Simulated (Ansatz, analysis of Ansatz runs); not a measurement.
## A hop of Mg in MgH2 (P4_2/mnm), charge 0

Aim: the barrier of one jump in MgH2 (P4_2/mnm) at charge 0: V_Mg hop (3.5 Å). The model is a cell of 72 host atoms with 1 Mg taken out; Mg is the atom that moves.

Method: plane-wave PAW DFT, r2SCAN; nudged elastic band between two relaxed defect structures, in Ansatz 0.2.0.

## Step 1: Starting point

The cell holds 71 atoms: 23 Mg and 48 H. Cell: a = 8.970 Å, b = 8.970 Å, c = 8.990 Å, α = 90.0°, β = 90.0°, γ = 90.0°. It derives from MgH2 (space group P4_2/mnm). Nearest the centre at fractional (0.625, 0.625, 0.583): H70 at 0.83 Å, Mg61 at 1.75 Å, H48 at 2.15 Å, H28 at 2.15 Å, H65 at 2.27 Å, H66 at 2.61 Å, H64 at 2.61 Å, Mg67 at 2.75 Å.

The cell's shortest repeat is 9.0 Å.

## Step 2: Relaxation of the start point, charge 0

A barrier is counted from a minimum, so both ends are relaxed first. Small random displacements break the symmetry of the ideal sites, so that the defect can distort if it gains by it. A width of 0.01 eV lets levels that lie close at the Fermi energy share an electron.

A first try with fixed occupations did not converge, so this run has a small smearing.

q0.start_smeared/input.yaml reads:

```yaml
crystal:
  lattice:
    - [8.97000988, 0.0, 0.0]
    - [0.0, 8.97000988, 0.0]
    - [0.0, 0.0, 8.98962369]
  atoms:
    - { symbol: Mg, position: [0.25, 0.25, 0.16666667] }
    - { symbol: Mg, position: [0.0, 0.0, 0.0] }
    - { symbol: H, position: [0.34769609, 0.34769609, 0.0] }
    - { symbol: H, position: [0.40230391, 0.09769609, 0.16666667] }
    - { symbol: H, position: [0.15230391, 0.15230391, 0.0] }
    - { symbol: H, position: [0.09769609, 0.40230391, 0.16666667] }
    - { symbol: Mg, position: [0.25, 0.25, 0.5] }
    - { symbol: Mg, position: [0.0, 0.0, 0.33333333] }
    - { symbol: H, position: [0.34769609, 0.34769609, 0.33333333] }
    - { symbol: H, position: [0.40230391, 0.09769609, 0.5] }
    - { symbol: H, position: [0.15230391, 0.15230391, 0.33333333] }
    - { symbol: H, position: [0.09769609, 0.40230391, 0.5] }
    - { symbol: Mg, position: [0.25, 0.25, 0.83333333] }
    - { symbol: Mg, position: [0.0, 0.0, 0.66666667] }
    - { symbol: H, position: [0.34769609, 0.34769609, 0.66666667] }
    - { symbol: H, position: [0.40230391, 0.09769609, 0.83333333] }
    - { symbol: H, position: [0.15230391, 0.15230391, 0.66666667] }
    - { symbol: H, position: [0.09769609, 0.40230391, 0.83333333] }
    - { symbol: Mg, position: [0.25, 0.75, 0.16666667] }
    - { symbol: Mg, position: [0.0, 0.5, 0.0] }
    - { symbol: H, position: [0.34769609, 0.84769609, 0.0] }
    - { symbol: H, position: [0.40230391, 0.59769609, 0.16666667] }
    - { symbol: H, position: [0.15230391, 0.65230391, 0.0] }
    - { symbol: H, position: [0.09769609, 0.90230391, 0.16666667] }
    - { symbol: Mg, position: [0.25, 0.75, 0.5] }
    - { symbol: Mg, position: [0.0, 0.5, 0.33333333] }
    - { symbol: H, position: [0.34769609, 0.84769609, 0.33333333] }
    - { symbol: H, position: [0.40230391, 0.59769609, 0.5] }
    - { symbol: H, position: [0.15230391, 0.65230391, 0.33333333] }
    - { symbol: H, position: [0.09769609, 0.90230391, 0.5] }
    - { symbol: Mg, position: [0.25, 0.75, 0.83333333] }
    - { symbol: Mg, position: [0.0, 0.5, 0.66666667] }
    - { symbol: H, position: [0.34769609, 0.84769609, 0.66666667] }
    - { symbol: H, position: [0.40230391, 0.59769609, 0.83333333] }
    - { symbol: H, position: [0.15230391, 0.65230391, 0.66666667] }
    - { symbol: H, position: [0.09769609, 0.90230391, 0.83333333] }
    - { symbol: Mg, position: [0.75, 0.25, 0.16666667] }
    - { symbol: Mg, position: [0.5, 0.0, 0.0] }
    - { symbol: H, position: [0.84769609, 0.34769609, 0.0] }
    - { symbol: H, position: [0.90230391, 0.09769609, 0.16666667] }
    - { symbol: H, position: [0.65230391, 0.15230391, 0.0] }
    - { symbol: H, position: [0.59769609, 0.40230391, 0.16666667] }
    - { symbol: Mg, position: [0.75, 0.25, 0.5] }
    - { symbol: Mg, position: [0.5, 0.0, 0.33333333] }
    - { symbol: H, position: [0.84769609, 0.34769609, 0.33333333] }
    - { symbol: H, position: [0.90230391, 0.09769609, 0.5] }
    - { symbol: H, position: [0.65230391, 0.15230391, 0.33333333] }
    - { symbol: H, position: [0.59769609, 0.40230391, 0.5] }
    - { symbol: Mg, position: [0.75, 0.25, 0.83333333] }
    - { symbol: Mg, position: [0.5, 0.0, 0.66666667] }
    - { symbol: H, position: [0.84769609, 0.34769609, 0.66666667] }
    - { symbol: H, position: [0.90230391, 0.09769609, 0.83333333] }
    - { symbol: H, position: [0.65230391, 0.15230391, 0.66666667] }
    - { symbol: H, position: [0.59769609, 0.40230391, 0.83333333] }
    - { symbol: Mg, position: [0.75, 0.75, 0.16666667] }
    - { symbol: Mg, position: [0.5, 0.5, 0.0] }
    - { symbol: H, position: [0.84769609, 0.84769609, 0.0] }
    - { symbol: H, position: [0.90230391, 0.59769609, 0.16666667] }
    - { symbol: H, position: [0.65230391, 0.65230391, 0.0] }
    - { symbol: H, position: [0.59769609, 0.90230391, 0.16666667] }
    - { symbol: Mg, position: [0.75, 0.75, 0.5] }
    - { symbol: Mg, position: [0.5, 0.5, 0.33333333] }
    - { symbol: H, position: [0.84769609, 0.84769609, 0.33333333] }
    - { symbol: H, position: [0.90230391, 0.59769609, 0.5] }
    - { symbol: H, position: [0.65230391, 0.65230391, 0.33333333] }
    - { symbol: H, position: [0.59769609, 0.90230391, 0.5] }
    - { symbol: Mg, position: [0.75, 0.75, 0.83333333] }
    - { symbol: H, position: [0.84769609, 0.84769609, 0.66666667] }
    - { symbol: H, position: [0.90230391, 0.59769609, 0.83333333] }
    - { symbol: H, position: [0.65230391, 0.65230391, 0.66666667] }
    - { symbol: H, position: [0.59769609, 0.90230391, 0.83333333] }
basis:
  ecutwfc: 500
  xc_grid: 2
hamiltonian:
  xc: r2scan
kpoints:
  mp_grid: { grid: [1, 1, 1], shift: [0.25, 0.25, 0.25] }
scf:
  occupations: { method: fermi_dirac, width: 0.01 }
  max_iter: 150
output:
  forces: true
relax:
  f_tol: 0.02
  max_steps: 70
  random_displacement: { amplitude: 0.03, seed: 3574 }
```

Run with:

```sh
$ ansatz run input.yaml --threads 8 --pin off --max-ram 14131MiB --backend cpu --events-out ev --progress --plain --runs-dir out
```

What it wrote:

```text
The last accepted step is kept in <dir> (removed where the run ends without a failure and the disk answers)
Engine: ansatz 0.2.0, aarch64-unknown-linux-gnu
Pseudopotentials: kind: paw
Pseudopotential: Mg, paw, valence charge 10, recommended cutoff 500 eV (meta_gga), Mg.paw.azcp
Pseudopotential: H, paw, valence charge 1, recommended cutoff 500 eV (meta_gga), H.paw.azcp
Functional definition: r2SCAN
  parameter k0 = 0.174
  parameter k1 = 0.065
  parameter a1 = 4.9479
  exchange = r2scan_x(k0 = k0, k1 = k1, a1 = a1)
  correlation = r2scan_c
Crystal: 71 atoms, lattice volume = 723.315 Å³
Basis set: ecut = 500 eV, 18333 PW (Γ), exchange–correlation on 144×144×144 points (8 copies of the dense FFT grid, shifted against one another)
Bands: 210, of which v1, the nominal top of the filled ones, is band 139 counted from 1 (138 counted from 0)
Symmetry: 1 space group operations
k-points: 1
Non-local potential: Mg, projectors of the file, l = 0: 3, l = 1: 2, l = 2: 1
Non-local potential: H, projectors of the file, l = 0: 2, l = 1: 1
PAW form: soft (Blöchl's): semilocal exchange-correlation on the pseudo side does not see the compensation charge
PAW frozen core: Mg, regenerated for the run's functional (the file was generated under x = pbe(κ = 0.804, μ = 0.219515), c = pbe(β = 0.066725))
PAW one-centre angular grid: Mg, 302 points (default); XC on 224 Gauss nodes
PAW one-centre angular grid: H, 302 points (default); XC on 160 Gauss nodes
Initial density: superposition of atomic densities (neutral atoms: chi_scale 0, normalization atom), corrected by the library's trained network
Initial wavefunctions: pseudopotential atomic-orbital guess
Functional: x = r2scan, c = r2scan; τ floored in thin density (d = 2e-4 eV/Å³)
SCF iter   1: F=—  HF=-45084.175640 eV  |F-HF|=—  |Δ(HF+E_count)|=         —  Δρ=1.07e-2  dr2=1.77e0  dr2_τ=1.04e-1  ethr=1.77e-3  ⟨swp⟩=6.0  Hψ=866  notcnv=0  defer=33
preconditioner: auto → Resta (q_TF=auto, 2.326 Å⁻¹)  ε∞=2.6  [insulator: Δε(μ)=0.033 eV  Ē_g=10.637 eV  σ=0.010 eV  W_gap=0.68  n_scr=170 (ndim 8)  ℏωp=13.4 eV  f_vac=0.002  D(μ)=54.20/eV (n_scr^D=618)  ε∞_Penn≈2.6]
SCF iter   2: F=—  HF=-45084.377726 eV  |F-HF|=—  |Δ(HF+E_count)|=   2.02e-1  Δρ=1.90e-2  dr2=6.57e0  dr2_τ=1.70e-2  ethr=6.37e-4  ⟨swp⟩=2.0  Hψ=278  notcnv=0  defer=66  recentre
SCF iter   3: F=—  HF=-45084.309213 eV  |F-HF|=—  |Δ(HF+E_count)|=   6.85e-2  Δρ=1.66e-2  dr2=5.33e0  dr2_τ=1.23e-2  ethr=6.37e-4  ⟨swp⟩=2.0  Hψ=169  notcnv=0  defer=66
SCF iter   4: F=—  HF=-45084.314276 eV  |F-HF|=—  |Δ(HF+E_count)|=   5.06e-3  Δρ=1.07e-2  dr2=1.76e0  dr2_τ=6.54e-3  ethr=6.37e-4  ⟨swp⟩=2.0  Hψ=196  notcnv=0  defer=17
automatic band count: iteration 4 solves 161 bands in place of 210: the levels show a gap, and the empty bands left out lie too high to hold charge; the band table lists the bands solved (type scf.n_extra_bands for more)
SCF iter   5: F=—  HF=-45084.200485 eV  |F-HF|=—  |Δ(HF+E_count)|=   1.14e-1  Δρ=8.18e-3  dr2=1.01e0  dr2_τ=3.87e-3  ethr=6.32e-4  ⟨swp⟩=2.0  Hψ=151  notcnv=0  defer=17
SCF iter   6: F=—  HF=-45084.136122 eV  |F-HF|=—  |Δ(HF+E_count)|=   6.44e-2  Δρ=7.04e-3  dr2=7.61e-1  dr2_τ=2.76e-3  ethr=3.64e-4  ⟨swp⟩=1.0  Hψ=144  notcnv=0  defer=17
SCF iter   7: F=—  HF=-45084.052803 eV  |F-HF|=—  |Δ(HF+E_count)|=   8.33e-2  Δρ=4.29e-3  dr2=2.95e-1  dr2_τ=1.14e-3  ethr=2.74e-4  ⟨swp⟩=2.0  Hψ=145  notcnv=0  defer=17
SCF iter   8: F=—  HF=-45084.423409 eV  |F-HF|=—  |Δ(HF+E_count)|=   3.71e-1  Δρ=1.83e-2  dr2=6.43e0  dr2_τ=1.46e-2  ethr=1.06e-4  ⟨swp⟩=3.0  Hψ=215  notcnv=0  defer=17  recentre
SCF iter   9: F=—  HF=-45084.424293 eV  |F-HF|=—  |Δ(HF+E_count)|=   8.84e-4  Δρ=1.43e-2  dr2=3.38e0  dr2_τ=9.23e-3  ethr=1.06e-4  ⟨swp⟩=2.0  Hψ=152  notcnv=0  defer=17
SCF iter  10: F=—  HF=-45084.051711 eV  |F-HF|=—  |Δ(HF+E_count)|=   3.73e-1  Δρ=9.35e-3  dr2=1.59e0  dr2_τ=3.97e-3  ethr=1.06e-4  ⟨swp⟩=2.0  Hψ=180  notcnv=0  defer=17
SCF iter  11: F=—  HF=-45084.102285 eV  |F-HF|=—  |Δ(HF+E_count)|=   5.06e-2  Δρ=6.37e-3  dr2=6.67e-1  dr2_τ=1.99e-3  ethr=1.06e-4  ⟨swp⟩=2.0  Hψ=196  notcnv=0  defer=17
SCF iter  12: F=—  HF=-45084.074975 eV  |F-HF|=—  |Δ(HF+E_count)|=   2.73e-2  Δρ=5.26e-3  dr2=4.67e-1  dr2_τ=1.40e-3  ethr=1.06e-4  ⟨swp⟩=1.0  Hψ=144  notcnv=0  defer=17
SCF iter  13: F=—  HF=-45084.053022 eV  |F-HF|=—  |Δ(HF+E_count)|=   2.20e-2  Δρ=4.12e-3  dr2=3.26e-1  dr2_τ=8.05e-4  ethr=1.06e-4  ⟨swp⟩=1.0  Hψ=144  notcnv=0  defer=17
SCF iter  14: F=—  HF=-45084.036884 eV  |F-HF|=—  |Δ(HF+E_count)|=   1.61e-2  Δρ=6.04e-3  dr2=7.34e-1  dr2_τ=1.60e-3  ethr=1.06e-4  ⟨swp⟩=2.0  Hψ=145  notcnv=0  defer=17  recentre
SCF iter  15: F=—  HF=-45084.036814 eV  |F-HF|=—  |Δ(HF+E_count)|=   6.96e-5  Δρ=3.95e-3  dr2=2.97e-1  dr2_τ=6.99e-4  ethr=1.06e-4  ⟨swp⟩=4.0  Hψ=448  notcnv=0  defer=66
automatic band count: iteration 15 solves 210 bands in place of 161: the levels no longer show a gap clear of their residuals, so the SCF keeps every band
SCF iter  16: F=—  HF=-45084.043698 eV  |F-HF|=—  |Δ(HF+E_count)|=   6.88e-3  Δρ=4.40e-3  dr2=3.26e-1  dr2_τ=8.94e-4  ethr=1.06e-4  ⟨swp⟩=1.0  Hψ=242  notcnv=0  defer=66
SCF iter  17: F=—  HF=-45084.028553 eV  |F-HF|=—  |Δ(HF+E_count)|=   1.51e-2  Δρ=2.98e-3  dr2=1.42e-1  dr2_τ=4.04e-4  ethr=1.06e-4  ⟨swp⟩=1.0  Hψ=144  notcnv=0  defer=66
SCF iter  18: F=—  HF=-45084.023295 eV  |F-HF|=—  |Δ(HF+E_count)|=   5.26e-3  Δρ=1.29e-3  dr2=3.23e-2  dr2_τ=7.75e-5  ethr=5.11e-5  ⟨swp⟩=1.0  Hψ=144  notcnv=0  defer=66
SCF iter  19: F=—  HF=-45084.022787 eV  |F-HF|=—  |Δ(HF+E_count)|=   5.08e-4  Δρ=6.74e-4  dr2=9.24e-3  dr2_τ=2.15e-5  ethr=1.16e-5  ⟨swp⟩=1.0  Hψ=144  notcnv=0  defer=66
SCF iter  20: F=—  HF=-45084.025392 eV  |F-HF|=—  |Δ(HF+E_count)|=   2.61e-3  Δρ=2.45e-3  dr2=1.23e-1  dr2_τ=2.66e-4  ethr=3.32e-6  ⟨swp⟩=2.0  Hψ=145  notcnv=0  defer=66  recentre
SCF iter  21: F=—  HF=-45084.022890 eV  |F-HF|=—  |Δ(HF+E_count)|=   2.50e-3  Δρ=2.64e-4  dr2=1.45e-3  dr2_τ=3.08e-6  ethr=3.32e-6  ⟨swp⟩=2.0  Hψ=145  notcnv=0  defer=66
SCF iter  22: F=—  HF=-45084.022877 eV  |F-HF|=—  |Δ(HF+E_count)|=   1.25e-5  Δρ=1.94e-4  dr2=7.83e-4  dr2_τ=1.65e-6  ethr=5.23e-7  ⟨swp⟩=1.0  Hψ=144  notcnv=0  defer=66
SCF iter  23: F=—  HF=-45084.022870 eV  |F-HF|=—  |Δ(HF+E_count)|=   7.27e-6  Δρ=1.32e-4  dr2=3.65e-4  dr2_τ=9.47e-7  ethr=2.82e-7  ⟨swp⟩=1.0  Hψ=144  notcnv=0  defer=66
SCF iter  24: F=—  HF=-45084.022869 eV  |F-HF|=—  |Δ(HF+E_count)|=   1.02e-6  Δρ=1.06e-4  dr2=2.24e-4  dr2_τ=4.98e-7  ethr=1.31e-7  ⟨swp⟩=1.0  Hψ=144  notcnv=0  defer=66
SCF iter  25: F=—  HF=-45084.022866 eV  |F-HF|=—  |Δ(HF+E_count)|=   2.39e-6  Δρ=5.73e-5  dr2=6.34e-5  dr2_τ=2.06e-7  ethr=8.05e-8  ⟨swp⟩=1.0  Hψ=144  notcnv=0  defer=66
[...]
relax step  12: F+E_penalty+E_count = -45084.81652130 eV  Δ(F+E_penalty+E_count) = -2.602e-1 eV  max|allowed force component| = 1.073e0 eV/Å  Δτ_max = 0.1947 Å  (6 SCF iters, dr2 threshold 1.00e-4 eV, accepted)
relax step  13: F+E_penalty+E_count = -45085.27319893 eV  Δ(F+E_penalty+E_count) = -4.567e-1 eV  max|allowed force component| = 1.837e0 eV/Å  Δτ_max = 0.1949 Å  (5 SCF iters, dr2 threshold 1.00e-4 eV, accepted)
relax step  14: F+E_penalty+E_count = -45086.01725618 eV  Δ(F+E_penalty+E_count) = -7.441e-1 eV  max|allowed force component| = 2.490e0 eV/Å  Δτ_max = 0.1949 Å  (5 SCF iters, dr2 threshold 1.00e-4 eV, accepted)
relax step  15: F+E_penalty+E_count = -45086.96696111 eV  Δ(F+E_penalty+E_count) = -9.497e-1 eV  max|allowed force component| = 2.352e0 eV/Å  Δτ_max = 0.1949 Å  (5 SCF iters, dr2 threshold 1.00e-4 eV, accepted)
relax step  16: F+E_penalty+E_count = -45087.74720701 eV  Δ(F+E_penalty+E_count) = -7.802e-1 eV  max|allowed force component| = 1.116e0 eV/Å  Δτ_max = 0.1947 Å  (5 SCF iters, dr2 threshold 1.00e-4 eV, accepted)
relax step  17: F+E_penalty+E_count = -45088.24179181 eV  Δ(F+E_penalty+E_count) = -4.946e-1 eV  max|allowed force component| = 5.086e-1 eV/Å  Δτ_max = 0.1989 Å  (5 SCF iters, dr2 threshold 1.00e-4 eV, accepted)
relax step  18: F+E_penalty+E_count = -45088.43042435 eV  Δ(F+E_penalty+E_count) = -1.886e-1 eV  max|allowed force component| = 6.153e-1 eV/Å  Δτ_max = 0.1950 Å  (6 SCF iters, dr2 threshold 5.37e-5 eV, accepted)
relax step  19: F+E_penalty+E_count = -45088.50551769 eV  Δ(F+E_penalty+E_count) = -7.509e-2 eV  max|allowed force component| = 1.529e-1 eV/Å  Δτ_max = 0.1903 Å  (5 SCF iters, dr2 threshold 7.86e-5 eV, accepted)
relax step  20: F+E_penalty+E_count = -45088.53712727 eV  Δ(F+E_penalty+E_count) = -3.161e-2 eV  max|allowed force component| = 1.519e-1 eV/Å  Δτ_max = 0.2000 Å  (6 SCF iters, dr2 threshold 1.46e-6 eV, accepted)
relax step  21: F+E_penalty+E_count = -45088.54974891 eV  Δ(F+E_penalty+E_count) = -1.262e-2 eV  max|allowed force component| = 8.734e-1 eV/Å  Δτ_max = 0.1953 Å  (5 SCF iters, dr2 threshold 1.44e-6 eV, accepted)
relax step  22: F+E_penalty+E_count = -45088.59929122 eV  Δ(F+E_penalty+E_count) = -4.954e-2 eV  max|allowed force component| = 1.482e-1 eV/Å  Δτ_max = 0.2000 Å  (5 SCF iters, dr2 threshold 1.00e-4 eV, accepted)
relax step  23: F+E_penalty+E_count = -45088.60736856 eV  Δ(F+E_penalty+E_count) = -8.077e-3 eV  max|allowed force component| = 1.016e-1 eV/Å  Δτ_max = 0.1656 Å  (5 SCF iters, dr2 threshold 1.37e-6 eV, accepted)
relax step  24: F+E_penalty+E_count = -45088.57218178 eV  Δ(F+E_penalty+E_count) = +3.519e-2 eV  max|allowed force component| = 1.251e0 eV/Å  Δτ_max = 0.1952 Å  (6 SCF iters, dr2 threshold 6.45e-7 eV, rejected (line search))
relax step  25: F+E_penalty+E_count = -45088.57844642 eV  Δ(F+E_penalty+E_count) = +2.892e-2 eV  max|allowed force component| = 1.894e-1 eV/Å  Δτ_max = 0.0976 Å  (6 SCF iters, rejected (line search))
relax step  26: F+E_penalty+E_count = -45088.61655987 eV  Δ(F+E_penalty+E_count) = -9.191e-3 eV  max|allowed force component| = 7.027e-2 eV/Å  Δτ_max = 0.0476 Å  (6 SCF iters, accepted)
relax step  27: F+E_penalty+E_count = -45088.61872588 eV  Δ(F+E_penalty+E_count) = -2.166e-3 eV  max|allowed force component| = 4.129e-2 eV/Å  Δτ_max = 0.0810 Å  (5 SCF iters, dr2 threshold 2.32e-6 eV, accepted)
relax step  28: F+E_penalty+E_count = -45088.61899090 eV  Δ(F+E_penalty+E_count) = -2.650e-4 eV  max|allowed force component| = 3.425e-2 eV/Å  Δτ_max = 0.0172 Å  (4 SCF iters, dr2 threshold 5.88e-7 eV, accepted)
relax step  29: F+E_penalty+E_count = -45088.61908131 eV  Δ(F+E_penalty+E_count) = -9.040e-5 eV  max|allowed force component| = 4.812e-3 eV/Å  Δτ_max = 0.0049 Å  (3 SCF iters, dr2 threshold 4.05e-7 eV, accepted)
iter 1 solved again at ethr=8.28e-11 eV; its pass at ethr=3.10e-3 eV (dr2=2.30e-7 eV) is discarded
SCF iter   1: F=—  HF=-45088.619081 eV  |F-HF|=—  |Δ(HF+E_count)|=         —  Δρ=6.68e-6  dr2=2.30e-7  dr2_τ=2.17e-8  ethr=8.28e-11  ⟨swp⟩=1.0  Hψ=380  notcnv=0  defer=16
automatic band count: iteration 1 solves 161 bands in place of 210: the levels show a gap, and the empty bands left out lie too high to hold charge; the band table lists the bands solved (type scf.n_extra_bands for more)
SCF iter   2: F=-45088.619081 eV  HF=-45088.619081 eV  |F-HF|=5.91e-8  |Δ(HF+E_count)|=   2.68e-7  Δρ=3.85e-6  dr2=9.08e-8  dr2_τ=3.40e-9  ethr=3.60e-11  ⟨swp⟩=3.0  Hψ=495  notcnv=0
SCF 30 converged in 2 iterations: F = -45088.619081 eV  dr2 = 9.08e-8
relax step  30: F+E_penalty+E_count = -45088.61908137 eV  Δ(F+E_penalty+E_count) = -6.097e-8 eV  max|allowed force component| = 4.906e-3 eV/Å  Δτ_max = 0.0000 Å  (2 SCF iters, accepted)
SCF converged after 2 iterations
the last check of whether an eigenvalue changes by more than its tolerance under the output density was not made (final_scf_spared)
Free energy (F): -45088.619081 eV
Harris-Foulkes:  -45088.619081 eV  (|F-HF|=5.91e-8)
Internal energy: -45088.619081 eV  (E = F + TS)
E sigma→0 (E₀):  -45088.619081 eV
Fermi energy:    3.631950 eV
--- Per-component energies (eV) ---
  E_band       = -9045.569900
  E_kinetic    = 2422.091762
  E_local      = -40503.529758  (includes V_loc(G=0)·N_el)
  E_nonlocal   = 2267.575320
  E_hartree    = 14621.280259
  E_xc         = -1078.669580
  E_vxc        = -1531.693692  (∫ρ·V_xc dr)
  E_paw        = -6837.535665  (= ΣΔE_a)
  E_vpaw       = -1025.829407  (= ΣTr[D̂ρ^β])
  E_aug_tail   = -0.022206  (compensation charges beyond the density's cutoff)
  E_vtau       = 83.281414  (kinetic-family band-sum trace: ∫τ·v_τ [+ j·A + Jᵃ·Aᵃ] dr)
  E_ewald      = -15979.206426
  E_core_change = -0.602788  (= ΣΔE_core)
  E_smearing   = -0.000000  (= −TS)
  E_closure    = -0.000000  (closes the sum)
  Σ components = -45088.619081   (vs F -45088.619081, Δ=0.00e0)
--- Forces (eV/Å), atoms counted from 1 ---
  atom   1  Mg    -0.00032060    -0.00104416    -0.00026857
  atom   2  Mg     0.00049416    -0.00127764    -0.00072736
  [... 25 atoms left out ...]
  atom  28  H     -0.00164771     0.00043472    -0.00059357
  [... 19 atoms left out ...]
  atom  48  H      0.00435607     0.00485900     0.00325177
  [... 12 atoms left out ...]
  atom  61  Mg     0.00098040     0.00043082     0.00098446
  atom  62  Mg     0.00146874    -0.00055904     0.00054511
  [... 1 atom left out ...]
  atom  64  H      0.00043034    -0.00055002     0.00036814
  atom  65  H     -0.00057741    -0.00050189    -0.00035237
  atom  66  H      0.00025749     0.00075504    -0.00033630
  atom  67  Mg    -0.00088816    -0.00169686     0.00012318
  atom  68  H     -0.00006118    -0.00117127    -0.00080758
  [... 1 atom left out ...]
  atom  70  H      0.00052103     0.00114292     0.00050679
  [... 1 atom left out ...]
  max |Σ_I F_I| component: 3.37e-3 eV/Å
--- Relaxed structure (30 steps of the walk, 28 accepted, 0 SCFs on fresh bases) ---
  F+E_penalty+E_count = -45088.61908137 eV   max|allowed force component| = 4.906e-3 eV/Å
  atoms:
    - { symbol: Mg, position: [0.249222, 0.251263, 0.168042] }
    - { symbol: Mg, position: [-0.012630, -0.002096, 0.002225] }
    [... 25 atoms left out ...]
    - { symbol: H, position: [0.390883, 0.595420, 0.485436] }
    [... 19 atoms left out ...]
    - { symbol: H, position: [0.561675, 0.368655, 0.525401] }
    [... 12 atoms left out ...]
    - { symbol: Mg, position: [0.741731, 0.745039, 0.503479] }
    - { symbol: Mg, position: [0.476582, 0.518197, 0.320355] }
    [... 1 atom left out ...]
    - { symbol: H, position: [0.901589, 0.597149, 0.499554] }
    - { symbol: H, position: [0.648859, 0.644908, 0.333328] }
    - { symbol: H, position: [0.593318, 0.904659, 0.498965] }
    - { symbol: Mg, position: [0.738350, 0.739770, 0.829110] }
    - { symbol: H, position: [0.846369, 0.848085, 0.667643] }
    [... 1 atom left out ...]
    - { symbol: H, position: [0.655135, 0.647422, 0.662301] }
    [... 1 atom left out ...]
```

Run time: 2.3 min. Hardware: 8 threads of Arm Neoverse V2, shared host; peak memory 1.5 GiB; 17 min of CPU time.

The column dr2 measures how far the density is from self-consistency, as an energy; F and HF (Harris–Foulkes) agree once it is small.

(Part 1 of 4 ends here.)

[Long decimals in the printed logs are rounded to 6 places.]

[Repeated set-up lines and some long k-point lines are left out of the logs, and relaxed atomic positions are cut to six decimals.]

[Logs are printed without paths, hosts, clocks, repeated set-up lines and the standing remarks that a program may print on its own settings, such as how far it seeks lower states.]

[Hosts, paths, dates, database ids (printed as entryN), source tags and the programs' standing remarks are cut or masked in the printed files.]
